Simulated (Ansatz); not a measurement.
## NiSn5, from a guessed structure to a relaxed one

Starting from a made-up structure for NiSn5, the aim is the relaxed cell, its shortest contacts and, where a second run follows, its electronic structure.

Main program and level: Ansatz 0.2.0; DFT, PBEsol, plane-wave PAW, files of the set soft_1, scalar-relativistic, ferromagnetic start, cell and ions relaxed at zero pressure; PAW set soft_1, in the first sound run; inputs show where later runs differ.

### 1. The starting structure

The structure is hexagonal, space group P-6m2 (No. 187). The conventional cell has a = 3.228 Å, b = 3.228 Å, c = 16.014 Å, α = 90.00°, β = 90.00°, γ = 120.00°. Sn has 3 Ni at 3.15 Å and 9 Sn at 3.23 to 3.31 Å nearest. Sn has 12 Sn at 3.23 to 3.31 Å nearest. Nearest to Sn lie 12 Sn at 3.23 to 3.31 Å. Nearest to Ni lie 6 Sn at 3.15 Å and 6 Ni at 3.23 Å. Farther neighbours are not listed.

### 2. Relaxing cell and atoms

The guess takes its coordinates from another compound and its volume from a rule, so the cell and any free coordinates are relaxed together.

Contents of input.yaml:

```yaml
crystal:
  lattice:
    - [3.228, 0.0, 0.0]
    - [-1.614, 2.795530003, 0.0]
    - [0.0, 0.0, 16.014]
  atoms:
    - { symbol: Sn, position: [0.666666667, 0.333333333, 0.1582] }
    - { symbol: Sn, position: [0.0, 0.0, 0.3293] }
    - { symbol: Sn, position: [0.666666667, 0.333333333, 0.5] }
    - { symbol: Sn, position: [0.0, 0.0, 0.6707] }
    - { symbol: Sn, position: [0.666666667, 0.333333333, 0.8418] }
    - { symbol: Ni, position: [0.0, 0.0, 0.0], spin: 1.0 }
magnetization:
  spin_polarized: true
kpoints:
  mp_grid: { grid: [9, 9, 2] }
scf:
  occupations: { method: fermi_dirac, width: 0.05 }
hamiltonian:
  xc: pbesol
  pseudopotentials: { kind: paw, azcp: { folder: soft_1 }, xc_functional: pbe }
relax:
  f_tol: 0.015
  max_steps: 70
  cell: {}
output:
  forces: true
  stress: true
```

Launch:

```sh
$ ansatz run input.yaml --threads 4 --pin off --max-ram 10240MiB --backend cpu --events-out ev --progress --plain --runs-dir out
```

Numbers of over 12 decimals in the logs are rounded to 6 here.

Log:

```text
Engine: ansatz 0.2.0, aarch64-unknown-linux-gnu
Pseudopotentials: kind: paw
Pseudopotential: Sn, paw, valence charge 14, recommended cutoff 420 eV (normal), soft_1/Sn.paw.azcp
Pseudopotential: Ni, paw, valence charge 18, recommended cutoff 420 eV (normal), soft_1/Ni.paw.azcp
Functional definition: PBEsol
  exchange = pbesol_x
  correlation = pbesol_c
Crystal: 6 atoms, lattice volume = 144.510 Å³
Basis set: ecut = 420 eV, 2897 PW (Γ), exchange–correlation on 48×48×216 points (8 copies of the dense FFT grid, shifted against one another)
Bands: 54, of which v1, the nominal top of the filled ones, is band 44 counted from 1 (43 counted from 0)
Symmetry: 12 space group operations
Space group: P-6m2 (ITA 187), of the structure as read, at distance tolerance 5.2e-5 Å
Magnetic group: BNS 187.209 (UNI 1439), of the structure as read, at distance tolerance 5.2e-5 Å
k-points: 24 of 162 (time reversal used)
Non-local potential: Sn, projectors of the file, l = 0: 2, l = 1: 2, l = 2: 2, l = 3: 1
Non-local potential: Ni, projectors of the file, l = 0: 3, l = 1: 2, l = 2: 3, l = 3: 1
PAW form: soft (Blöchl's): semilocal exchange-correlation on the pseudo side does not see the compensation charge
PAW frozen core: Sn, regenerated for the run's functional, and the local potential with it (the file was generated under x = pbe(κ = 0.804, μ = 0.219515), c = pbe(β = 0.066725))
PAW frozen core: Ni, regenerated for the run's functional, and the local potential with it (the file was generated under x = pbe(κ = 0.804, μ = 0.219515), c = pbe(β = 0.066725))
PAW one-centre angular grid: Sn, 590 points (default); XC on 64 Gauss nodes
PAW one-centre angular grid: Ni, 590 points (default); XC on 64 Gauss nodes
Initial density: superposition of atomic densities (chi_scale 0.1, normalization cell)
Starting moments: Σ|m| = 1 μB on 1 of 6 sites
Initial wavefunctions: pseudopotential atomic-orbital guess
Functional: x = pbesol(κ = 0.804, μ = 0.123457), c = pbesol(β = 0.046)
SCF iter   1: F=—  HF=-35551.116309 eV  |F-HF|=—  |Δ(HF+E_count)|=         —  Δρ=2.46e-2 (↑1.38e-2 ↓2.46e-2)  dr2=3.60e0  dr2_m=4.83e-2  M=0.716 μB ∫|m|=0.876 μB  β_m=0.30  ethr=3.10e-3  ⟨swp⟩=7.1  Hψ=10375  notcnv=0  defer=2
Mixer restart at iter 1: flushing history
preconditioner: auto → Kerker (q_TF=auto, 2.512 Å⁻¹)  [metal: Δε(μ)=0.003 eV  Ē_g=17.414 eV  σ=0.050 eV  W_gap=0.02  n_scr=42 (ndim 8)  ℏωp=27.6 eV  f_vac=0.000  D(μ)=5.45/eV (n_scr^D=54)]
spin=Collinear: Kerker preconditioning applied to the charge; magnetization (m = ρ↑ − ρ↓) channel mixes plain (no charge-response kernel on spin).
SCF iter   2: F=—  HF=-35552.033393 eV  |F-HF|=—  |Δ(HF+E_count)|=   9.17e-1  Δρ=1.09e-2 (↑5.48e-3 ↓1.09e-2)  dr2=1.35e0  dr2_m=3.58e-2  M=0.707 μB ∫|m|=0.868 μB  β_m=0.38  ethr=3.10e-3  ⟨swp⟩=2.0  Hψ=3785  notcnv=0  defer=122
SCF iter   3: F=—  HF=-35552.389668 eV  |F-HF|=—  |Δ(HF+E_count)|=   3.56e-1  Δρ=1.60e-2 (↑3.85e-3 ↓1.60e-2)  dr2=1.98e0  dr2_m=6.47e-2  M=0.610 μB ∫|m|=0.761 μB  β_m=0.24  ethr=1.53e-3  ⟨swp⟩=2.0  Hψ=3136  notcnv=0  defer=124
SCF iter   4: F=—  HF=-35552.641062 eV  |F-HF|=—  |Δ(HF+E_count)|=   2.51e-1  Δρ=7.55e-3 (↑7.55e-3 ↓6.04e-3)  dr2=8.02e-1  dr2_m=4.37e-2  M=0.564 μB ∫|m|=0.691 μB  β_m=0.57  ethr=1.53e-3  ⟨swp⟩=2.3  Hψ=3392  notcnv=0  defer=124
SCF iter   5: F=—  HF=-35552.589909 eV  |F-HF|=—  |Δ(HF+E_count)|=   5.12e-2  Δρ=2.17e-3 (↑1.87e-3 ↓2.17e-3)  dr2=2.58e-2  dr2_m=4.29e-3  M=0.508 μB ∫|m|=0.583 μB  β_m=0.67  ethr=9.11e-4  ⟨swp⟩=2.2  Hψ=3638  notcnv=0  defer=130
SCF iter   6: F=—  HF=-35552.593516 eV  |F-HF|=—  |Δ(HF+E_count)|=         —  Δρ=6.96e-3 (↑6.96e-3 ↓3.36e-3)  dr2=1.63e-2  dr2_m=3.50e-2  M=0.350 μB ∫|m|=0.423 μB  β_m=0.67  ethr=2.93e-5  ⟨swp⟩=2.0  Hψ=5040  notcnv=0  defer=130
SCF iter   7: F=—  HF=-35552.591945 eV  |F-HF|=—  |Δ(HF+E_count)|=   1.57e-3  Δρ=4.22e-3 (↑4.22e-3 ↓6.47e-4)  dr2=4.66e-2  dr2_m=7.06e-3  M=0.295 μB ∫|m|=0.357 μB  β_m=0.84  ethr=1.85e-5  ⟨swp⟩=2.0  Hψ=3167  notcnv=0  defer=130
SCF iter   8: F=—  HF=-35552.592989 eV  |F-HF|=—  |Δ(HF+E_count)|=   1.04e-3  Δρ=4.02e-3 (↑2.04e-3 ↓4.02e-3)  dr2=3.84e-3  dr2_m=1.21e-2  M=0.165 μB ∫|m|=0.215 μB  β_m=0.48  ethr=1.85e-5  ⟨swp⟩=2.0  Hψ=3496  notcnv=0  defer=130
SCF iter   9: F=—  HF=-35552.592551 eV  |F-HF|=—  |Δ(HF+E_count)|=   4.38e-4  Δρ=1.56e-3 (↑1.43e-3 ↓1.56e-3)  dr2=2.17e-3  dr2_m=2.90e-3  M=0.118 μB ∫|m|=0.156 μB  β_m=0.96  ethr=4.36e-6  ⟨swp⟩=1.6  Hψ=3941  notcnv=0  defer=130
SCF iter  10: F=—  HF=-35552.592620 eV  |F-HF|=—  |Δ(HF+E_count)|=   6.85e-5  Δρ=9.79e-4 (↑7.41e-4 ↓9.79e-4)  dr2=7.58e-5  dr2_m=9.76e-4  M=0.056 μB ∫|m|=0.076 μB  β_m=0.98  ethr=2.46e-6  ⟨swp⟩=2.0  Hψ=3083  notcnv=0  defer=130
SCF iter  11: F=—  HF=-35552.592647 eV  |F-HF|=—  |Δ(HF+E_count)|=   2.74e-5  Δρ=2.25e-4 (↑1.55e-4 ↓2.25e-4)  dr2=2.26e-5  dr2_m=4.61e-5  M=0.013 μB ∫|m|=0.018 μB  β_m=0.94  ethr=8.61e-8  ⟨swp⟩=2.6  Hψ=4818  notcnv=0  defer=130
SCF iter  12: F=—  HF=-35552.592647 eV  |F-HF|=—  |Δ(HF+E_count)|=   1.30e-8  Δρ=7.61e-5 (↑7.61e-5 ↓2.75e-5)  dr2=2.53e-5  dr2_m=8.78e-7  M=0.002 μB ∫|m|=0.003 μB  β_m=0.97  ethr=2.57e-8  ⟨swp⟩=2.4  Hψ=4838  notcnv=0  defer=130
SCF iter  13: F=—  HF=-35552.592649 eV  |F-HF|=—  |Δ(HF+E_count)|=   1.68e-6  Δρ=6.65e-5 (↑5.98e-6 ↓6.65e-5)  dr2=1.02e-5  dr2_m=1.60e-6  M=-0.003 μB ∫|m|=0.004 μB  β_m=0.98  ethr=2.57e-8  ⟨swp⟩=2.0  Hψ=2950  notcnv=0  defer=130
SCF iter  14: F=—  HF=-35552.592649 eV  |F-HF|=—  |Δ(HF+E_count)|=   6.19e-7  Δρ=6.09e-5 (↑2.39e-5 ↓6.09e-5)  dr2=2.06e-6  dr2_m=2.36e-6  M=-0.003 μB ∫|m|=0.004 μB  β_m=0.88  ethr=1.16e-8  ⟨swp⟩=1.1  Hψ=2601  notcnv=0  defer=130
SCF iter  15: F=—  HF=-35552.592649 eV  |F-HF|=—  |Δ(HF+E_count)|=   8.58e-8  Δρ=1.30e-5 (↑1.30e-5 ↓1.90e-6)  dr2=4.04e-7  dr2_m=4.43e-8  M=-0.001 μB ∫|m|=0.001 μB  β_m=0.94  ethr=2.34e-9  ⟨swp⟩=2.0  Hψ=3781  notcnv=0  defer=130
SCF iter  16: F=—  HF=-35552.592649 eV  |F-HF|=—  |Δ(HF+E_count)|=   9.97e-9  Δρ=3.84e-6 (↑3.84e-6 ↓1.55e-6)  dr2=5.98e-8  dr2_m=1.92e-9  M=0.000 μB ∫|m|=0.000 μB  β_m=0.82  ethr=4.59e-10  ⟨swp⟩=1.7  Hψ=3636  notcnv=0  defer=130
SCF iter  17: F=—  HF=-35552.592649 eV  |F-HF|=—  |Δ(HF+E_count)|=  5.97e-10  Δρ=2.42e-6 (↑2.42e-6 ↓8.60e-7)  dr2=8.22e-9  dr2_m=3.49e-9  M=0.000 μB ∫|m|=0.000 μB  β_m=0.90  ethr=6.79e-11  ⟨swp⟩=1.5  Hψ=2728  notcnv=0  defer=130
SCF iter  18: F=—  HF=-35552.592649 eV  |F-HF|=—  |Δ(HF+E_count)|=  6.91e-10  Δρ=6.21e-7 (↑6.21e-7 ↓1.16e-7)  dr2=5.14e-10  dr2_m=1.69e-10  M=0.000 μB ∫|m|=0.000 μB  β_m=0.95  ethr=9.35e-12  ⟨swp⟩=2.0  Hψ=2945  notcnv=0  defer=130
[...]
Basis set: ecut = 420 eV, 2773 PW (Γ), exchange–correlation on 48×48×200 points (8 copies of the dense FFT grid, shifted against one another)
Initial wavefunctions: pseudopotential atomic-orbital guess (no wavefunctions were taken with the density)
iter 1 solved again at ethr=2.52e-7 eV; its pass at ethr=3.10e-3 eV (dr2=2.22e-4 eV) is discarded
SCF iter   1: F=—  HF=-35554.157169 eV  |F-HF|=—  |Δ(HF+E_count)|=         —  Δρ=1.84e-4 (↑1.84e-4 ↓1.84e-4)  dr2=5.22e-5  dr2_m=4.30e-14  M=0.000 μB ∫|m|=0.000 μB  β_m=0.65  ethr=2.52e-7  ⟨swp⟩=3.2  Hψ=17200  notcnv=0
preconditioner: auto → Kerker (q_TF=auto, 2.438 Å⁻¹)  [metal: Δε(μ)=0.038 eV  Ē_g=17.932 eV  σ=0.050 eV  W_gap=0.19  n_scr=40 (ndim 8)  ℏωp=28.1 eV  f_vac=0.000  D(μ)=2.84/eV (n_scr^D=8)]
spin=Collinear: Kerker preconditioning applied to the charge; magnetization (m = ρ↑ − ρ↓) channel mixes plain (no charge-response kernel on spin).
SCF iter   2: F=—  HF=-35554.157242 eV  |F-HF|=—  |Δ(HF+E_count)|=   7.38e-5  Δρ=6.00e-5 (↑6.00e-5 ↓6.00e-5)  dr2=4.18e-6  dr2_m=2.08e-14  M=0.000 μB ∫|m|=0.000 μB  β_m=0.51  ethr=5.93e-8  ⟨swp⟩=2.0  Hψ=3500  notcnv=0
SCF iter   3: F=—  HF=-35554.157255 eV  |F-HF|=—  |Δ(HF+E_count)|=   1.28e-5  Δρ=3.75e-5 (↑3.75e-5 ↓3.75e-5)  dr2=3.74e-6  dr2_m=1.01e-14  M=0.000 μB ∫|m|=0.000 μB  β_m=0.48  ethr=4.75e-9  ⟨swp⟩=2.0  Hψ=4718  notcnv=0
SCF iter   4: F=—  HF=-35554.157258 eV  |F-HF|=—  |Δ(HF+E_count)|=   2.95e-6  Δρ=1.56e-5 (↑1.56e-5 ↓1.56e-5)  dr2=7.38e-7  dr2_m=3.60e-15  M=0.000 μB ∫|m|=0.000 μB  β_m=0.74  ethr=4.25e-9  ⟨swp⟩=2.0  Hψ=3010  notcnv=0
SCF iter   5: F=—  HF=-35554.157261 eV  |F-HF|=—  |Δ(HF+E_count)|=   2.66e-6  Δρ=1.87e-5 (↑1.86e-5 ↓1.87e-5)  dr2=1.99e-6  dr2_m=5.63e-14  M=-0.000 μB ∫|m|=0.000 μB  β_m=0.87  ethr=8.39e-10  ⟨swp⟩=2.0  Hψ=2980  notcnv=0
SCF iter   6: F=—  HF=-35554.157262 eV  |F-HF|=—  |Δ(HF+E_count)|=   1.29e-6  Δρ=1.63e-5 (↑1.63e-5 ↓1.63e-5)  dr2=1.82e-6  dr2_m=3.27e-14  M=-0.000 μB ∫|m|=0.000 μB  β_m=0.94  ethr=8.39e-10  ⟨swp⟩=2.0  Hψ=3030  notcnv=0
SCF iter   7: F=—  HF=-35554.157263 eV  |F-HF|=—  |Δ(HF+E_count)|=   8.29e-7  Δρ=8.99e-6 (↑8.98e-6 ↓8.99e-6)  dr2=5.11e-7  dr2_m=1.61e-14  M=-0.000 μB ∫|m|=0.000 μB  β_m=0.97  ethr=8.39e-10  ⟨swp⟩=2.1  Hψ=3211  notcnv=0
SCF iter   8: F=—  HF=-35554.157263 eV  |F-HF|=—  |Δ(HF+E_count)|=   2.61e-7  Δρ=9.81e-7 (↑9.81e-7 ↓9.75e-7)  dr2=7.05e-9  dr2_m=2.46e-14  M=0.000 μB ∫|m|=0.000 μB  β_m=0.96  ethr=5.80e-10  ⟨swp⟩=2.1  Hψ=4674  notcnv=0
SCF iter   9: F=—  HF=-35554.157263 eV  |F-HF|=—  |Δ(HF+E_count)|=   1.11e-9  Δρ=6.23e-7 (↑6.22e-7 ↓6.23e-7)  dr2=2.17e-9  dr2_m=3.89e-15  M=0.000 μB ∫|m|=0.000 μB  β_m=0.92  ethr=8.01e-12  ⟨swp⟩=2.0  Hψ=2987  notcnv=0
SCF iter  10: F=—  HF=-35554.157262 eV  |F-HF|=—  |Δ(HF+E_count)|=   1.14e-6  Δρ=2.14e-7 (↑2.13e-7 ↓2.14e-7)  dr2=3.14e-10  dr2_m=6.60e-16  M=0.000 μB ∫|m|=0.000 μB  β_m=0.91  ethr=2.46e-12  ⟨swp⟩=2.0  Hψ=3324  notcnv=0
SCF iter  11: F=—  HF=-35554.157262 eV  |F-HF|=—  |Δ(HF+E_count)|=  2.26e-10  Δρ=1.22e-8 (↑1.21e-8 ↓1.22e-8)  dr2=1.21e-12  dr2_m=1.16e-16  M=0.000 μB ∫|m|=0.000 μB  β_m=0.96  ethr=1.00e-12  ⟨swp⟩=2.0  Hψ=3056  notcnv=0
SCF iter  12: F=—  HF=-35554.157262 eV  |F-HF|=—  |Δ(HF+E_count)|=  7.28e-12  Δρ=4.40e-8 (↑4.38e-8 ↓4.40e-8)  dr2=9.88e-12  dr2_m=1.17e-17  M=0.000 μB ∫|m|=0.000 μB  β_m=0.68  ethr=1.00e-12  ⟨swp⟩=1.0  Hψ=2592  notcnv=0  recentre
SCF iter  13: F=-35554.157262 eV  HF=-35554.157262 eV  |F-HF|=7.28e-12  |Δ(HF+E_count)|=    0.00e0  Δρ=2.48e-8 (↑2.48e-8 ↓2.48e-8)  dr2=4.28e-12  dr2_m=2.04e-18  M=0.000 μB ∫|m|=0.000 μB  ethr=1.00e-12  ⟨swp⟩=3.1  Hψ=7952  notcnv=0
the starting moments were not kept: the SCF closed with an absolute magnetisation of 1.2e-9 μB, where they sum to 1 μB in size (1 site). That is at most 0.1 of that sum. Measured as dr2_m measures the in/out step, that magnetisation stands 1.1e-19 eV from none, at or under the dr2_threshold of 6.0e-11 eV: it is no larger than a step whose dr2_m would equal this threshold.
SCF 9 converged in 13 iterations: F = -35554.157262 eV  dr2 = 4.28e-12
relax step   9: F+E_penalty+E_count = -35554.15726207 eV  Δ(F+E_penalty+E_count) = +2.518e-4 eV  max|allowed force component| = 3.545e-4 eV/Å  Δτ_max = 0.0000 Å  P = +0.002 GPa  Ω = 139.871 Å³  stress off target by 3.74e-3 GPa  SCF on the basis re-selected at this cell (its energy is not comparable with the rows above)  (13 SCF iters)
basis re-selected at this cell: Δ(F+E_penalty+E_count) = +2.518e-4 eV, ΔP = +0.002 GPa vs the last step (what re-selecting the basis moved, of the pressure what is left beyond the Pulay correction that the steps carried, after the strain that the cell walked since its last selection, with what the two solves' SCF thresholds leave and, on support functions, any second-order correction that the steps lacked; it is no measure of the basis error at this ecutwfc). The dense FFT grid was sized anew with the basis: this SCF ran on 24×24×100 points, the steps before it on 24×24×108, so part of this shift can come from that change (see relax.cell in the input reference). [rest of the remark cut]
SCF converged after 13 iterations
Magnetization: 0.0000 μB (44.0000 up, 44.0000 down)
Absolute magnetization: 0.0000 μB (∫|ρ↑−ρ↓|, with the PAW one-centre terms)
Spin contamination: 0.0000 ħ² per cell (⟨S²⟩ above its minimum at these occupations)
Per-site moments (μB) at R_I (Å): [(4.284576217480013e-11, 1.075365), (9.508596685112273e-12, 1.377854), (3.1637926032440665e-11, 1.377854), (9.508464512016314e-12, 1.377854), (4.284553950625079e-11, 1.075365), (2.3479017574146855e-11, 1.075365)]
Free energy (F): -35554.157262 eV
Harris-Foulkes:  -35554.157262 eV  (|F-HF|=7.28e-12)
Internal energy: -35554.134679 eV  (E = F + TS)
E sigma→0 (E₀):  -35554.145970 eV
Entropy (-TS):   -0.022584 eV (-3.764 meV/atom)
Fermi energy:    11.956955 eV
--- Per-component energies (eV) ---
  E_band       = -713.894867
  E_kinetic    = 1183.051610
  E_local      = -11385.964879  (includes V_loc(G=0)·N_el)
  E_nonlocal   = 622.613773
  E_hartree    = 5817.900144
  E_xc         = -737.447907
  E_vxc        = -549.353300  (∫ρ·V_xc dr)
  E_paw        = -23104.076897  (= ΣΔE_a)
  E_vpaw       = -2220.044954  (= ΣTr[D̂ρ^β])
  E_aug_tail   = 0.002363  (compensation charges beyond the density's cutoff)
  E_ewald      = -7951.834373
  E_core_change = 1.621487  (= ΣΔE_core)
  E_smearing   = -0.022584  (= −TS)
  E_closure    = 0.000000  (closes the sum)
  Σ components = -35554.157262   (vs F -35554.157262, Δ=0.00e0)
--- Forces (eV/Å), atoms counted from 1 ---
  atom   1  Sn     0.00000000    -0.00000000    -0.00018164
  atom   2  Sn    -0.00000000     0.00000000    -0.00035454
  atom   3  Sn    -0.00000000    -0.00000000     0.00000000
  atom   4  Sn     0.00000000     0.00000000     0.00035454
  atom   5  Sn    -0.00000000    -0.00000000     0.00018164
  atom   6  Ni     0.00000000    -0.00000000     0.00000000
  max |Σ_I F_I| component: 5.55e-17 eV/Å
--- Stress (GPa, compression-positive) ---
        0.003742       0.000000      -0.000000
        0.000000       0.003742      -0.000000
       -0.000000      -0.000000      -0.000460
  P = ⅓ Tr σ = 0.0023 GPa (0.023 kbar)
--- Relaxed structure (8 steps of the walk, 8 accepted, 1 SCFs on fresh bases) ---
  F+E_penalty+E_count = -35554.15726207 eV   max|allowed force component| = 3.545e-4 eV/Å   (the final SCF, on the basis selected at the relaxed cell)
  cell:  # Å, volume = 139.8714 Å³
    - [3.340253, -4.154204440254674e-18, 5.737647525460574e-18]
    - [-1.670127, 2.892744, -2.8688237627302787e-18]
    - [2.846427741002629e-17, 0, 14.475699]
  atoms:
    - { symbol: Sn, position: [0.666667, 0.333333, 0.121179] }
    - { symbol: Sn, position: [-2.6016780717338328e-17, 1.8503717085702413e-17, 0.310358] }
    - { symbol: Sn, position: [0.666667, 0.333333, 0.500000] }
    - { symbol: Sn, position: [-2.949437051391951e-17, 1.8503717085702413e-17, 0.689642] }
    - { symbol: Sn, position: [0.666667, 0.333333, 0.878821] }
    - { symbol: Ni, position: [-2.7755575615628907e-17, 1.8503717085702416e-17, 0] }
```

Wall time 1.9 min (4 threads of Arm Neoverse V1, shared host); peak memory 0.64 GiB; 7.3 min of CPU time.

The steps of the relaxation:

| step | energy less that of the first step (eV) | largest force component (eV/Å) | pressure (GPa) | volume (Å³) |
| --- | --- | --- | --- | --- |
| 1 | 0.0000 | 1.4086 | -2.06 | 144.51 |
| 2 | -0.6632 | 1.2627 | -1.73 | 141.26 |
| 3 | -1.2025 | 0.8190 | -0.13 | 137.71 |
| 4 | -1.5213 | 0.2314 | 0.85 | 138.29 |
| 5 | -1.5594 | 0.0824 | -0.08 | 140.26 |
| 6 | -1.5624 | 0.0291 | 0.15 | 139.53 |
| 7 | -1.5648 | 0.0022 | -0.01 | 139.90 |
| 8 | -1.5649 | 0.0004 | 0.00 | 139.87 |
| 9* | -1.5646 | 0.0004 | 0.00 | 139.87 |

Relaxation steps marked * repeat the geometry before them on a plane-wave basis chosen anew for their cell, so energy and pressure can jump there.

The run keeps the 12 symmetry operations that it works with, so distortions that break them were not tested.

| conventional cell, symmetrised | before | after | change |
| --- | --- | --- | --- |
| a (Å) | 3.228 | 3.340 | +3.5 % |
| b (Å) | 3.228 | 3.340 | +3.5 % |
| c (Å) | 16.014 | 14.476 | -9.6 % |
| volume (Å³/atom) | 24.08 | 23.31 | -3.2 % |

The atoms that moved most (Å, as changes of fractional coordinates times the final cell):

| atom | dx | dy | dz | length |
| --- | --- | --- | --- | --- |
| Sn5 | 0.000 | 0.000 | 0.536 | 0.536 |
| Sn1 | 0.000 | 0.000 | -0.536 | 0.536 |
| Sn4 | 0.000 | 0.000 | 0.274 | 0.274 |
| Sn2 | 0.000 | 0.000 | -0.274 | 0.274 |

Final coordinates:

```cif
data_structure
_symmetry_space_group_name_H-M 'P 1'
_symmetry_Int_Tables_number 1
_cell_length_a 3.3403
_cell_length_b 3.3403
_cell_length_c 14.4757
_cell_angle_alpha 90.000
_cell_angle_beta 90.000
_cell_angle_gamma 120.000
_cell_volume 139.87
loop_
_atom_site_label
_atom_site_type_symbol
_atom_site_fract_x
_atom_site_fract_y
_atom_site_fract_z
_atom_site_occupancy
Sn1 Sn 0.66667 0.33333 0.12118 1
Sn2 Sn 0.00000 0.00000 0.31036 1
Sn3 Sn 0.66667 0.33333 0.50000 1
Sn4 Sn 0.00000 0.00000 0.68964 1
Sn5 Sn 0.66667 0.33333 0.87882 1
Ni6 Ni 0.00000 0.00000 0.00000 1
```

Numbers from this step:

* free energy: -35554.1573 eV
* energy at zero smearing: -35554.1460 eV
* smearing term TS: 0.02258 eV
* Fermi energy: 11.96 eV
* electrons: 88
* symmetry operations: 12
* pressure: 0.002341 GPa

Shortest distances by pair of elements, guess and relaxed (not always the same contact):

| pair | guess (Å) | relaxed (Å) |
| --- | --- | --- |
| Ni–Sn | 3.145 | 2.607 |
| Sn–Sn | 3.228 | 3.340 |
| Ni–Ni | 3.228 | 3.340 |

The relaxation ends with a largest force component of 3.6e-4 eV/Å and a pressure of 0.00 GPa. No moment survives the cycle: this start ends non-magnetic.

[end of part 1 of 2]

[Logs are printed without paths, hosts, clocks, repeated set-up lines and the standing remarks that a program may print on its own settings, such as how far it seeks lower states.]

[Hosts, paths, dates, database ids (printed as entryN), source tags and the programs' standing remarks are cut or masked in the printed files.]
